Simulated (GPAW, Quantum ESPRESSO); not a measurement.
# Ta2N (P-3m1): the N K absorption edge, part 5 of 5

Aim: the N K edge of Ta2N (P-3m1) by two routes, a Lanczos recursion (XSpectra) and a sum over empty bands (GPAW), to see which features are robust.

Quantum ESPRESSO 7.5 and GPAW 26.7.0; core-hole supercells, plane-wave PAW LDA.

So far. Step 10 (Ground state of the crystal (GPAW)): The mesh shows no gap, so the system is treated as a metal and the core electron is put at the Fermi level (neutral cell). Step 11 (Spectrum without a core hole, N atom 3 (GPAW)): Main maxima below 24 eV (height): 1.9 eV (1.85), 3.5 eV (1.46), 5.8 eV (1.74), 10.1 eV (1.24) and 13.7 eV (0.86). 

### Step 13. Spectrum with XCH, N atom 3 (GPAW)

Level of this step: X-ray absorption from dipole matrix elements to empty bands, plane-wave PAW LDA (GPAW).

The holes are 7.3 Å apart. The excited electron is kept in the cell, where it fills the lowest empty states and screens the hole. After the field has converged, empty bands are computed with the density fixed and the dipole matrix elements are summed.

File xas.py:

```python
import numpy as np
from ase import Atoms
from ase.parallel import parprint, paropen
from gpaw import GPAW, PW, FermiDirac, Mixer, MixerDif, setup_paths
from gpaw.test import gen
setup_paths.insert(0, '.')
gen('N', name='fch1s', xcname='LDA', corehole=(1, 0, 1), write_xml=True)
from gpaw.mpi import world
world.barrier()

atoms = Atoms('Ta16N8',
    cell=[[-4.66929226, 2.69581714, 4.869841],
     [4.66929226, -2.69581714, 4.869841],
     [3.11286151, 5.39163429, 4.869841]],
    scaled_positions=[[0.08568883, 0.91902217, 0.25],
     [0.58568883, 0.41902217, 0.25],
     [0.71068883, 0.04402217, 0.5],
     [0.21068883, 0.54402217, 0.5],
     [0.33568883, 0.16902217, 0.75],
     [0.83568883, 0.66902217, 0.75],
     [0.96068883, 0.29402217, 0],
     [0.46068883, 0.79402217, 0],
     [0.16431117, 0.33097783, 0.25],
     [0.66431117, 0.83097783, 0.25],
     [0.78931117, 0.45597783, 0.5],
     [0.28931117, 0.95597783, 0.5],
     [0.41431117, 0.58097783, 0.75],
     [0.91431117, 0.08097783, 0.75],
     [0.03931117, 0.70597783, 0],
     [0.53931117, 0.20597783, 0],
     [0, 0, 0],
     [0.5, 0.5, 0],
     [0.625, 0.125, 0.25],
     [0.125, 0.625, 0.25],
     [0.25, 0.25, 0.5],
     [0.75, 0.75, 0.5],
     [0.875, 0.375, 0.75],
     [0.375, 0.875, 0.75]],
    pbc=True)
atoms.calc = calc = GPAW(legacy_gpaw=True, mode=PW(500, force_complex_dtype=True), xc='LDA', setups={16: 'fch1s'},
    kpts={'size': (3, 3, 3), 'gamma': True}, occupations=FermiDirac(0.1),
    charge=-1, mixer=Mixer(0.1, 5, 50), maxiter=150,
    convergence={'density': 0.0001, 'eigenstates': 1e-6}, txt='scf.txt')
energy = atoms.get_potential_energy() + calc.get_reference_energy()
ef = calc.get_fermi_level()
out = dict(energy=energy, fermi=ef, forces=atoms.get_forces().tolist())
parprint(f'all-electron energy {energy:.4f} eV, Fermi level {ef:.4f} eV')
ev = np.array([[calc.get_eigenvalues(k, s) for k in range(len(calc.get_ibz_k_points()))] for s in range(calc.get_number_of_spins())])
out['homo'], out['lumo'], out['counts'] = ev[ev < ef].max(), ev[ev > ef].min(), sorted(set((ev < ef).sum((0, 2)).tolist()))
out['filled'] = (ev[:, 0] < ef).sum(1).tolist()

from ase.units import Ha
from gpaw.xas import dipole_matrix_elements
nb = int(calc.get_number_of_electrons() / 2) + 277
top, nb = nb, nb + 8 + nb // 12
nscf = calc.fixed_density(kpts={'size': (4, 4, 4), 'gamma': True}, nbands=nb,
    convergence={'bands': top, 'eigenstates': 5e-3}, maxiter=60, txt='nscf.txt')
cell = atoms.cell.array
ops = [cell.T @ U.T @ np.linalg.inv(cell.T) for U in nscf.wfs.kd.symmetry.op_scc]
E = np.arange(-6, 34, 0.1)
fwhm = np.interp(E, [4, 25], [0.9, 3.5])
Y, X, zero, highest = 0, 0, 1e9, 1e9
for spin in range(nscf.get_number_of_spins()):
    wfs = nscf.wfs
    mine = wfs.bd.get_slice()  # this rank's bands
    A = dipole_matrix_elements(wfs.setups[16])
    eps = np.zeros((wfs.kd.nibzkpts, nb))
    d = np.zeros((3, A.shape[1], wfs.kd.nibzkpts, nb), complex)
    for kpt in wfs.kpt_u:
        if kpt.s == spin and 16 in kpt.P_ani:
            eps[kpt.k, mine] = kpt.eps_n * Ha
            d[:, :, kpt.k, mine] = (kpt.weight * wfs.nspins / 2) ** 0.5 * np.inner(A, kpt.P_ani[16])
    world.sum(eps)
    world.sum(d)
    T = np.einsum('amkn,bmkn->abkn', d, d.conj()).real
    T = sum(np.einsum('ai,ijkn,bj->abkn', R, T, R) for R in ops) / len(ops)
    empty = eps > ef
    zero, highest = min(zero, eps[empty].min()), min(highest, eps[:, top - 1].min())
    lines = [(eps, T, empty)] if spin == 0 else lines + [(eps, T, empty)]
for eps, T, empty in lines:
    f = np.einsum('aakn->akn', T).reshape(3, -1)
    x = eps.ravel() - zero
    w = np.interp(x, E, fwhm) / 2.35482
    g = np.exp(-0.5 * ((E[:, None] - x) / w) ** 2) / (w * (2 * np.pi) ** 0.5)
    Y = Y + (f * empty.ravel()) @ g.T
    X = X + (f * ~empty.ravel()) @ g.T
out.update(E=E.round(2).tolist(), xas=Y.tolist(), xes=X.tolist(), zero=zero, valid=highest - zero, nk=len(eps), nb=nb)
for i in range(0, len(E), 10):
    parprint(f'{E[i]:7.2f}', *(f'{v:10.3e}' for v in Y[:, i]))
import json
with paropen('out.json', 'w') as f:
    json.dump(out, f)
```

Run with:

```
$ OMP_NUM_THREADS=1 mpirun -n 4 gpaw python xas.py
```

Numbers of over 12 decimals in the logs are rounded to 6 here.

The program printed:

```text
Input parameters:
  charge: -1
  convergence: {density: 0.0001,
                eigenstates: 1e-06}
  kpts: {gamma: True,
         size: (3, 3, 3)}
  maxiter: 150
  mixer: {backend: pulay,
          beta: 0.1,
          method: separate,
          nmaxold: 5,
          weight: 50}
  mode: {ecut: 500.0,
         force_complex_dtype: True,
         name: pw}
  occupations: {fixmagmom: False,
                name: fermi-dirac,
                width: 0.1}
  setups: {16: fch1s}

Initialize ...

[... PAW data sets ...]

Reference energy: -6794107.368608  # eV

Spin-paired calculation

[... convergence settings ...]
Symmetries present (total): 2
  [... symmetry matrices ...]

27 k-points: 3 x 3 x 3 Monkhorst-Pack grid
14 k-points in the irreducible part of the Brillouin zone
       k-points in crystal coordinates                weights
   0:     0.00000000    0.00000000    0.00000000          1/27
   1:     0.00000000    0.00000000    0.33333333          2/27
   2:     0.00000000    0.33333333   -0.33333333          2/27
   3:     0.00000000    0.33333333    0.00000000          2/27
   4:     0.00000000    0.33333333    0.33333333          2/27
   5:     0.33333333   -0.33333333   -0.33333333          2/27
   6:     0.33333333   -0.33333333    0.00000000          2/27
   7:     0.33333333   -0.33333333    0.33333333          2/27
   8:     0.33333333    0.00000000   -0.33333333          2/27
   9:     0.33333333    0.00000000    0.00000000          2/27
          ...
  13:     0.33333333    0.33333333    0.33333333          2/27

Wave functions: Plane wave expansion
  Cutoff energy: 500.000 eV
  Number of coefficients (min, max): 8278, 8317
  Pulay-stress correction: 0.000000 eV/Ang^3 (de/decut=0.000000)
  Using FFTW library
  Wavefunction extrapolation:
    Improved wavefunction reuse through dual PAW basis

Occupation numbers: Fermi-Dirac:
  width: 0.1000  # eV

Eigensolver
   Davidson(niter=2)

Densities:
  Coarse grid: 40*40*42 grid
  Fine grid: 80*80*84 grid
  Total Charge: 0.000000

Density mixing:
  Method: separate
  Backend: pulay
  Linear mixing parameter: 0.1
  old densities: 5
  Width of damping distribution: 1.1
  Damping of long wavelength oscillations: 50

[... Hamiltonian set-up ...]
Number of atoms: 24
Number of atomic orbitals: 240
Number of bands in calculation: 154
Number of valence electrons: 249
Bands to converge: occupied

... initialized

Initializing position-dependent things.

Density initialized from atomic densities
Creating initial wave functions:
  154 bands from LCAO basis set

                      Ta
                   N
                Ta   N       N
                  Ta      Ta

               Ta   TaTa    Ta

         Ta      Ta     Ta
              N      N
                   Ta      Ta
                N      N
            Ta      Ta
                      Ta

                N

Atomic positions and initial magnetic moments

Positions:
   0 Ta     4.669292   -0.898606    6.110243    ( 0.0000,  0.0000,  0.0000)
   1 Ta     0.000000    1.797211    6.110243    ( 0.0000,  0.0000,  0.0000)
   2 Ta    -1.556431    4.493029    6.110243    ( 0.0000,  0.0000,  0.0000)
   3 Ta     3.112862    1.797211    6.110243    ( 0.0000,  0.0000,  0.0000)
   4 Ta     1.556431    4.493029    6.110243    ( 0.0000,  0.0000,  0.0000)
   5 Ta     1.556431    4.493029   10.980084    ( 0.0000,  0.0000,  0.0000)
   6 Ta    -3.112861    1.797211    6.110243    ( 0.0000,  0.0000,  0.0000)
[...]
21 N      1.556431    2.695817    9.739682    ( 0.0000,  0.0000,  0.0000)
  22 N      0.000000    5.391634    9.739682    ( 0.0000,  0.0000,  0.0000)
  23 N      4.669292    2.695817    9.739682    ( 0.0000,  0.0000,  0.0000)

Unit cell:
           periodic     x           y           z      points  spacing
  1. axis:    yes   -4.669292    2.695817    4.869841    40     0.1563
  2. axis:    yes    4.669292   -2.695817    4.869841    40     0.1563
  3. axis:    yes    3.112862    5.391634    4.869841    42     0.1482

  Lengths:   7.265334   7.265334   7.904111
  Angles:   65.608311  65.608311  95.821936

Effective grid spacing dv^(1/3) = 0.1694

iter:   1  -307.749203
iter:   2  -287.973238   -0.35  -1.05
iter:   3  -282.481592   -0.54  -1.21
iter:   4  -280.410164   -0.79  -1.35
iter:   5  -279.991508   -1.44  -1.53
iter:   6  -280.052661   -1.82  -1.79
iter:   7  -280.005866c  -1.97  -2.08
iter:   8  -280.006267c  -2.92  -2.34
iter:   9  -279.999342c  -3.74  -2.69
iter:  10  -279.993289c  -3.25  -2.80
iter:  11  -279.990848c  -4.00  -3.03
iter:  12  -279.990215c  -4.70  -3.20
iter:  13  -279.989959c  -4.75  -3.42
iter:  14  -279.989885c  -5.27  -3.77
iter:  15  -279.989878c  -6.13c -3.98
iter:  16  -279.989876c  -6.84c -4.08c

Converged after 16 iterations.

Dipole moment: (-0.000000, -0.000000, -0.000000) |e|*Ang

Energy contributions relative to reference atoms: (reference = -6794107.368608)

Kinetic:       +119.564006
Potential:     -144.810527
External:        +0.000000
XC:            -249.865789
Entropy (-ST):   -0.371068
Local:           -4.692031
SIC:             +0.000000
--------------------------
Free energy:   -280.175410
Extrapolated:  -279.989876

Showing only first 2 kpts
 Kpt  Band  Eigenvalues  Occupancy
  0   122     12.67199    1.93081
  0   123     12.75791    1.84397
  0   124     12.75954    1.84161
  0   125     13.06015    0.73044

  1   122     12.73961    1.86835
  1   123     12.88153    1.54883
  1   124     12.91414    1.42490
[...]
Fermi level: 13.00487

No gap
No difference between direct/indirect transitions

Forces in eV/Ang:
  0 Ta    0.02199    0.68917    0.07046
  1 Ta   -0.01370    0.07559   -0.40256
  2 Ta    0.05965    0.02850   -0.38366
  3 Ta    0.00515   -0.06589   -0.38366
  4 Ta   -0.58580   -0.36362    0.07045
  5 Ta   -0.07230   -0.02591   -0.40256
  6 Ta    0.68686   -0.39655    0.15804
[...]
21 N     0.04254    0.07369    0.00000
 22 N     0.03597   -0.03543   -0.00014
 23 N    -0.04867    0.01344    0.00014
Scalar-relativistic atomic LDA calculation for N (Nitrogen, Z=7)
Core hole in 1s state (1s occupation: 1.0)
300 radial gridpoints.
|------------------------------------------------|
|------------------------------------------------|
[... the atom generator's iteration count ...]

Energy contributions:
-------------------------
Kinetic:      +38.530757
XC:            -4.452581
Potential:    -72.816894
-------------------------
Total:        -38.738717

state      eigenvalue         ekin         rmax
-----------------------------------------------
1s^1.0 :   -16.643762    23.347388        0.145
2s^2.0 :    -1.332146     3.154276        0.915
2p^3.0 :    -0.925852     2.958273        0.782
-----------------------------------------------
(units: Bohr and Hartree)

Generating PAW setup
Kinetic energy of the core from tauc = 23.362075
Cutoffs:
rc(s)=1.140
rc(p)=1.000
rc(d)=1.090
rc(vbar)=1.120
rc(comp)=1.090
rc(nct)=1.140

Kinetic energy of the core states: 23.347388
Charge: 1.0
Core electrons: 1.0
Valence electrons: 5.0
Pseudo-core charge: 0.003881
Shape function alpha=8.417
Pseudo-electron charge 4.904142
state    eigenvalue         norm
--------------------------------
2s(2) :    -1.332146     1.098259
*s    :    -0.332146
2p(3) :    -0.925852     0.901248
*p    :     0.074148
*d    :     0.000000
--------------------------------

Diagonalizing with gridspacing h=0.050

state   all-electron     PAW
-------------------------------
2s:      -1.332146    -1.333594
2p:      -0.925852    -0.929974
*d:                   -0.063788
*f:                   -0.013854
-------------------------------
all-electron energy -6794387.3585 eV, Fermi level 13.0049 eV
[...]
31.00  9.206e-05  9.186e-05  8.012e-05
  32.00  7.569e-05  7.532e-05  9.228e-05
  33.00  6.557e-05  6.532e-05  9.987e-05
```

The job ended after 26 min (4 MPI ranks of Arm Neoverse V1, shared host; peak memory 1.4 GiB; 1.7 h of CPU time).

The N K spectrum, N atom 3, excited-electron core hole (neutral cell) (energy from the lowest empty level; intensity scaled to a mean of 1 over the first 20 eV; polarised curves are means over the symmetry-equivalent atoms):

```
E (eV)  isotropic  ε ⊥ c  ε ∥ c
  -2.0       0.00   0.00   0.00
  -1.5       0.00   0.00   0.00
  -1.0       0.01   0.01   0.01
  -0.5       0.17   0.20   0.12
   0.0       0.92   1.03   0.69
   0.5       2.01   2.16   1.69
   1.0       2.52   2.56   2.44
   1.5       2.35   2.26   2.54
   2.0       1.76   1.62   2.03
   2.5       1.41   1.30   1.63
   3.0       1.48   1.39   1.66
   3.5       1.31   1.19   1.54
   4.0       1.28   1.20   1.43
   4.5       1.60   1.69   1.43
   5.0       1.77   2.02   1.26
   5.5       1.62   1.92   1.02
   6.0       1.28   1.50   0.83
   6.5       0.96   1.04   0.79
   7.0       0.85   0.77   1.01
   7.5       0.88   0.70   1.24
   8.0       0.86   0.69   1.19
   8.5       0.88   0.78   1.08
   9.0       1.00   0.95   1.09
   9.5       1.09   1.07   1.12
  10.0       1.06   1.05   1.06
  10.5       0.92   0.92   0.90
  11.0       0.75   0.78   0.70
  11.5       0.65   0.71   0.53
  12.0       0.64   0.74   0.43
  12.5       0.69   0.83   0.41
  13.0       0.74   0.88   0.45
  13.5       0.73   0.83   0.53
  14.0       0.68   0.72   0.60
  14.5       0.61   0.59   0.65
  15.0       0.56   0.51   0.67
  15.5       0.54   0.47   0.67
  16.0       0.54   0.47   0.66
  16.5       0.53   0.47   0.65
  17.0       0.52   0.46   0.63
  17.5       0.48   0.43   0.58
  18.0       0.44   0.40   0.53
  18.5       0.41   0.38   0.48
  19.0       0.40   0.36   0.46
  19.5       0.41   0.37   0.48
  20.0       0.43   0.39   0.53
  20.5       0.47   0.41   0.60
  21.0       0.51   0.43   0.66
  21.5       0.54   0.45   0.72
  22.0       0.57   0.48   0.75
  22.5       0.59   0.51   0.76
  23.0       0.61   0.54   0.75
  23.5       0.63   0.58   0.73
  24.0       0.64   0.61   0.71
  24.5       0.65   0.64   0.68
  25.0       0.66   0.67   0.64
  25.5       0.67   0.71   0.59
  26.0       0.68   0.75   0.55
  26.5       0.70   0.80   0.50
  27.0       0.71   0.84   0.46
  27.5       0.73   0.88   0.43
  28.0       0.74   0.90   0.41
  28.5       0.75   0.91   0.41
  29.0       0.75   0.91   0.43
  29.5       0.74   0.88   0.46
  30.0       0.73   0.83   0.51
  30.5       0.70   0.77   0.56
  31.0       0.68   0.71   0.62
  31.5       0.65   0.64   0.67
  32.0       0.62   0.58   0.71
```

Main maxima below 24 eV (height): 1.1 eV (2.53), 3.0 eV (1.48), 5.0 eV (1.77), 9.6 eV (1.09) and 13.2 eV (0.74). 

The total-energy difference is 403.04 eV. With the free-atom term of -7.76 eV for this edge, the photon energy is 395.28 eV.

### Step 14. The two programs side by side

The line shapes differ (Lorentzian half width 0.4 eV up to 4 eV, rising linearly to 1.75 eV at 25 eV (not a setting of the program: the run's 0.4 eV curve was folded afterwards with a further Lorentzian above 4 eV), against Gaussian full width 0.9 eV up to 4 eV, rising linearly to 3.5 eV at 25 eV), so both get a further Gaussian of 1.5 eV full width before they are compared; the Lorentzian tails remain.

```
E (eV)  XSpectra  GPAW
 -2.00      0.14  0.01
 -1.25      0.27  0.09
 -0.50      0.67  0.50
  0.25      1.37  1.39
  1.00      1.88  2.07
  1.75      1.86  1.98
  2.50      1.63  1.60
  3.25      1.51  1.42
  4.00      1.51  1.43
  4.75      1.56  1.57
  5.50      1.44  1.49
  6.25      1.20  1.17
  7.00      1.03  0.94
  7.75      0.96  0.88
  8.50      0.96  0.92
  9.25      0.97  1.00
 10.00      0.92  0.99
 10.75      0.82  0.84
 11.50      0.73  0.71
 12.25      0.71  0.68
 13.00      0.70  0.71
 13.75      0.67  0.69
 14.50      0.62  0.62
 15.25      0.58  0.56
 16.00      0.55  0.54
 16.75      0.53  0.52
 17.50      0.50  0.48
 18.25      0.47  0.43
 19.00      0.46  0.41
 19.75      0.48  0.43
 20.50      0.50  0.47
 21.25      0.52  0.52
 22.00      0.54  0.57
 22.75      0.56  0.60
 23.50      0.57  0.63
 24.25      0.58  0.65
 25.00      0.58  0.66
 25.75      0.58  0.68
 26.50      0.59  0.70
 27.25      0.60  0.72
 28.00      0.60  0.74
 28.75      0.61  0.74
 29.50      0.60  0.73
 30.25      0.59  0.71
 31.00      0.57  0.68
 31.75      0.55  0.64
```

```
                                                                          XSpectra        GPAW
                                                k mesh of the spectrum       5×5×5       4×4×4
                                                           cutoff (eV)         626         500
highest intensity below 16 eV after the common broadening, eV (height)  1.3 (1.93)  1.3 (2.12)
                                    zero, corrected photon energy (eV)       394.6       395.3
                                    core time, hole field and spectrum       2.2 h       1.7 h
```

### Step 15. With and without the hole

XSpectra's curves. Both curves are counted from their own zero, so only the shift of weight within the empty states shows.

```
E (eV)  no hole   XCH
  -2.0     0.07  0.11
  -1.0     0.13  0.23
   0.0     0.51  1.07
   1.0     1.17  2.14
   2.0     1.60  1.70
   3.0     1.42  1.52
   4.0     1.31  1.34
   5.0     1.47  1.70
   6.0     1.61  1.27
   7.0     1.21  0.95
   8.0     1.07  0.89
   9.0     1.10  1.06
  10.0     1.25  1.08
  11.0     1.03  0.74
  12.0     0.65  0.62
  13.0     0.95  0.87
  14.0     0.90  0.66
  15.0     0.67  0.57
  16.0     0.69  0.58
  17.0     0.65  0.58
  18.0     0.49  0.42
  19.0     0.38  0.38
  20.0     0.44  0.49
  21.0     0.51  0.54
  22.0     0.55  0.57
  23.0     0.55  0.64
  24.0     0.68  0.68
  25.0     0.54  0.58
  26.0     0.62  0.68
  27.0     0.60  0.66
  28.0     0.60  0.65
  29.0     0.68  0.72
  30.0     0.78  0.72
  31.0     0.67  0.56
  32.0     0.55  0.55
```

With each curve scaled to its own mean, the area from −2 to 6 eV with the hole is 10.4 against 8.4, and the centre of weight from −1 to 20 eV moves by -0.9 eV: the hole pulls the absorber's empty states down.

### Step 16. What came out

| Item | Value |
| --- | --- |
| absorber and edge | N K, atom 3 of the ground-state input (counted from 1) |
| surroundings | 6 Ta at 2.18 Å (octahedral, site symmetry -3m) |
| highest intensity below 16 eV (XSpectra, narrow line) | 1.2 eV above the zero, height 2.16 |
| photon energy of the zero, with the added terms | 394.6 eV (raw 402.3 eV; LDA puts this hole about 4 eV below PBE, itself good to a few eV) |

What this shows: The two programs agree closely: 8 % r.m.s. remains over the first 14 eV after a relative shift of 0.0 eV, and their photon-energy zeros differ by 0.7 eV. In XSpectra the N K edge of atom 3, with 6 Ta at 2.18 Å (octahedral, site symmetry -3m), has its highest intensity of the first 16 eV at 1.2 eV above the zero, near 396 eV in photon energy (LDA puts this hole about 4 eV below PBE, itself good to a few eV), 2.2 times the mean level of the first 20 eV (Lorentzian half width 0.4 eV). In XSpectra: With each curve scaled to its own mean, the area from −2 to 6 eV with the hole is 10.4 against 8.4, and the centre of weight from −1 to 20 eV moves by -0.9 eV: the hole pulls the absorber's empty states down. In GPAW: With each curve scaled to its own mean, the area from −2 to 6 eV with the hole is 10.4 against 8.4, and the centre of weight from −1 to 20 eV moves by -0.9 eV: the hole pulls the absorber's empty states down. In XSpectra, at the N K edge of atom 3 polarisation matters most near 5.4 eV, where the curves differ by 0.7 on this scale. 3 further runs of this session are left out of this account as redundant. Lifetime broadening is put in by hand, and intensities beyond about 20 eV depend on it and on the partial waves; weight that the partial waves miss at high energy is lost. The structure is a computed Materials Project entry and may be a hypothetical form.

[Banner, clock and machine lines of the logs are left out without a mark of their own.]

[Logs are printed without paths, hosts, clocks, repeated set-up lines and the standing remarks that a program may print on its own settings, such as how far it seeks lower states.]

[Hosts, paths, dates, database ids (printed as entryN), source tags and the programs' standing remarks are cut or masked in the printed files.]

[Lists of maxima count a maximum above −3 eV only where it reaches 4 % of the highest in the window and stands out from its surroundings by 2 % of it (1.5 % where it reaches 55 %); shoulders and weaker maxima are passed over, and of the rest the first, up to two pre-edge ones and the few strongest are named.]
